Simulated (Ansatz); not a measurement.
## Sn2TeO (built on the sites of a database entry of SnO): relaxing the cell for a phonon run

Aim: bring Sn2TeO (built on the sites of a database entry of SnO) to small forces and stress, as phonons need.

Method: DFT PBEsol, scalar-relativistic, plane waves, PAW, in Ansatz 0.2.0.

This is a report of a sequence of runs, with most program output left out.

The structure was built from a prototype and need not be the compound's stable phase.

**1. The starting structure**

Symmetry: P-4m2, No. 115, tetragonal system. Conventional cell: a = 4.150 Å, b = 4.150 Å, c = 5.289 Å, α = 90.00°, β = 90.00°, γ = 90.00°. Nearest to Sn lie 2 Te at 2.42 Å and 2 O at 2.42 Å. Nearest to O lie 4 Sn at 2.42 Å. Nearest to Te lie 4 Sn at 2.42 Å. Farther neighbours and most contacts between anions are not listed.

**2. Probe on a coarse mesh**

A quick single point on a coarse mesh tells whether the cell has a gap and how far it is from rest, which sets the k mesh and smearing that follow.

File input.yaml:

```yaml
crystal:
  lattice:
    - [4.15014, 0.0, 0.0]
    - [0.0, 4.15014, 0.0]
    - [0.0, 0.0, 5.28879]
  atoms:
    - { symbol: Sn, position: [0.5, 0.0, 0.2369] }
    - { symbol: Sn, position: [0.0, 0.5, 0.7631] }
    - { symbol: O, position: [0.0, 0.0, 0.0] }
    - { symbol: Te, position: [0.5, 0.5, 0.0] }
kpoints:
  mp_grid: { grid: [4, 4, 4] }
hamiltonian:
  xc: pbesol
scf:
  occupations: { method: gaussian, width: 0.1 }
output:
  forces: true
  stress: true
  eigenvalues: true
```

Command:

```bash
> ansatz run input.yaml --threads 4 --pin off --max-ram 14336MiB --backend cpu --events-out ev --progress --plain --runs-dir out
```

Elapsed: 1.6 s, on 4 threads of Arm Neoverse V1, shared host; peak memory 0.3 GiB.

This step gave:

- pressure: 30.39 GPa
- volume per atom: 22.77 Å³
- gap on the k-mesh: 0 eV

The coarse mesh shows no gap and a pressure of 30.4 GPa.

**3. Coarse relaxation**

A rough relaxation comes first, because large forces or stress need no tight tolerances yet.

Changes to input.yaml since step 2:

```diff
@@ -11,3 +11,3 @@
 kpoints:
-  mp_grid: { grid: [4, 4, 4] }
+  mp_grid: { grid: [6, 6, 4] }
 hamiltonian:
@@ -20 +20,6 @@
   eigenvalues: true
+relax:
+  adjacent_minimum: "off"
+  f_tol: 0.05
+  max_steps: 80
+  cell: { stress_tol: 0.5 }
```

The job ended after 22 s (4 threads; peak memory 0.34 GiB; 82 s of CPU time).

The steps of the relaxation:

| step | energy less that of the first step (eV) | largest force component (eV/Å) | pressure (GPa) | volume (Å³) |
| --- | --- | --- | --- | --- |
| 1 | 0.0000 | 5.6958 | 30.20 | 91.09 |
| 2 | -2.4287 | 1.8806 | 8.98 | 99.25 |
| 3 | -2.8392 | 0.5771 | 3.13 | 98.39 |
| 4 | -2.9524 | 0.1734 | 0.90 | 99.58 |
| 5 | -2.9988 | 0.0814 | 0.28 | 98.61 |
| 6 | -3.0099 | 0.0383 | 0.35 | 96.85 |
| 7* | -3.0464 | 0.0399 | 0.76 | 96.85 |
| 8 | -3.0561 | 0.0434 | -0.19 | 98.25 |
| 9* | -3.0595 | 0.0438 | -0.17 | 98.25 |

Relaxation steps marked * repeat the geometry before them on a plane-wave basis chosen anew for their cell, so energy and pressure can jump there.

The run keeps the 8 symmetry operations that it works with, so distortions that break them were not tested.

| cell as run | before | after | change |
| --- | --- | --- | --- |
| a (Å) | 4.150 | 4.671 | +12.6 % |
| b (Å) | 4.150 | 4.671 | +12.6 % |
| c (Å) | 5.289 | 4.503 | -14.9 % |
| volume (Å³/atom) | 22.77 | 24.56 | +7.9 % |

The atoms that moved most (Å, as changes of fractional coordinates times the final cell):

| atom | dx | dy | dz | length |
| --- | --- | --- | --- | --- |
| Sn2 | 0.000 | 0.000 | -0.419 | 0.419 |
| Sn1 | 0.000 | 0.000 | 0.419 | 0.419 |

The relaxed structure:

```xyz
4
Lattice="4.6714 0.0000 0.0000 0.0000 4.6714 0.0000 0.0000 0.0000 4.5025" Properties=species:S:1:pos:R:3 pbc="T T T"
Sn    2.3357    0.0000    1.4858
Sn    0.0000    2.3357    3.0168
O     0.0000    0.0000    0.0000
Te    2.3357    2.3357    0.0000
```

Numbers from this step:

```yaml
pressure: -0.1661 GPa
volume_per_atom: 24.56 Å³
```

In this step the volume went from 22.77 to 24.56 Å³/atom.

**4. Relaxation**

The cell and atoms are relaxed, since residual forces and stress would shift the frequencies.

input.yaml, the sections that differ from step 3:

```yaml
crystal:
  lattice:
    - [4.6713717778, 0.0, 0.0]
    - [0.0, 4.6713717778, 0.0]
    - [0.0, 0.0, 4.5025495633]
  atoms:
    - { symbol: Sn, position: [0.5, 0.0, 0.3299819821] }
    - { symbol: Sn, position: [0.0, 0.5, 0.6700180179] }
    - { symbol: O, position: [0.0, 0.0, 0.0] }
    - { symbol: Te, position: [0.5, 0.5, 0.0] }
kpoints:
  mp_grid: { grid: [10, 10, 10] }
relax:
  adjacent_minimum: "off"
  f_tol: 0.005
  max_steps: 80
  cell: { stress_tol: 0.05 }
# hamiltonian, scf, output: as in step 3
```

Elapsed: 43 s, on 4 threads; peak memory 0.57 GiB.

Step by step:

| step | energy less that of the first step (eV) | largest force component (eV/Å) | pressure (GPa) | volume (Å³) |
| --- | --- | --- | --- | --- |
| 1 | 0.0000 | 0.0294 | -0.20 | 98.25 |
| 2 | -0.0008 | 0.0756 | 0.15 | 96.22 |
| 3 | -0.0021 | 0.0021 | 0.00 | 97.40 |
| 4* | -0.0011 | 0.0021 | -0.02 | 97.40 |

Relaxation steps marked * repeat the geometry before them on a plane-wave basis chosen anew for their cell, so energy and pressure can jump there. Relaxation step 2 was tried and not accepted.

The run keeps the 8 symmetry operations that it works with, so distortions that break them were not tested.

| conventional cell, symmetrised | before | after | change |
| --- | --- | --- | --- |
| a (Å) | 4.671 | 4.655 | -0.4 % |
| b (Å) | 4.671 | 4.655 | -0.4 % |
| c (Å) | 4.503 | 4.495 | -0.2 % |
| volume (Å³/atom) | 24.56 | 24.35 | -0.9 % |

The atoms that moved most (Å, as changes of fractional coordinates times the final cell):

| atom | dx | dy | dz | length |
| --- | --- | --- | --- | --- |
| Sn1 | 0.000 | 0.000 | 0.015 | 0.015 |
| Sn2 | 0.000 | 0.000 | -0.015 | 0.015 |

This step gave:

| Item | Value |
| --- | --- |
| pressure | -0.01585 GPa |
| volume per atom | 24.35 Å³ |

In this step the volume went from 24.56 to 24.35 Å³/atom.

**5. Relaxing to small forces for the phonons**

Phonons need a cell at rest on their own settings, so the relaxation is repeated with tight tolerances on forces and stress on the k mesh and occupations of the first response run.

File input.yaml:

```yaml
crystal:
  lattice:
    - [4.6546550468, 0.0, 0.0]
    - [0.0, 4.6546550468, 0.0]
    - [0.0, 0.0, 4.4954348668]
  atoms:
    - { symbol: Sn, position: [0.5, 0.0, 0.3332775799] }
    - { symbol: Sn, position: [0.0, 0.5, 0.6667224201] }
    - { symbol: O, position: [0.0, 0.0, 0.0] }
    - { symbol: Te, position: [0.5, 0.5, 0.0] }
kpoints:
  mp_grid: { grid: [12, 12, 12] }
hamiltonian:
  xc: pbesol
scf:
  occupations: { method: methfessel_paxton, width: 0.2 }
output:
  forces: true
  stress: true
  eigenvalues: true
relax:
  adjacent_minimum: "off"
  f_tol: 0.001
  max_steps: 60
  cell: { stress_tol: 0.01 }
```

Elapsed: 63 s, on 4 threads; peak memory 0.7 GiB.

Little changed from the start: no atom moved by 0.005 Å and no cell edge by 0.1 %.

Numbers from this step:

| Item | Value |
| --- | --- |
| pressure | -6.64e-4 GPa |
| volume per atom | 24.36 Å³ |

The largest force component left is 0.12 meV/Å and the pressure is -0.001 GPa, within the tolerances set. The cell now holds 24.36 Å³/atom.

**6. Outcome**

```
space group after relaxation (within 0.01 Å) : P-4m2
lattice constant a                           : 4.655 Å
lattice constant b                           : 4.655 Å
lattice constant c                           : 4.497 Å
volume per atom                              : 24.4 Å³
```

In words: The largest force component left is 0.12 meV/Å and the pressure is -0.001 GPa, within the tolerances set. The cell now holds 24.36 Å³/atom. The relaxation keeps the symmetry of its start, so it says nothing on stability against lower symmetry. Spin-orbit coupling is left out, which can matter for the heavy elements here. The starting cell was built on a prototype and not taken from a measurement, so the phase need not exist.

[Logs are printed without paths, hosts, clocks, repeated set-up lines and the standing remarks that a program may print on its own settings, such as how far it seeks lower states.]

[Hosts, paths, dates, database ids (printed as entryN), source tags and the programs' standing remarks are cut or masked in the printed files.]
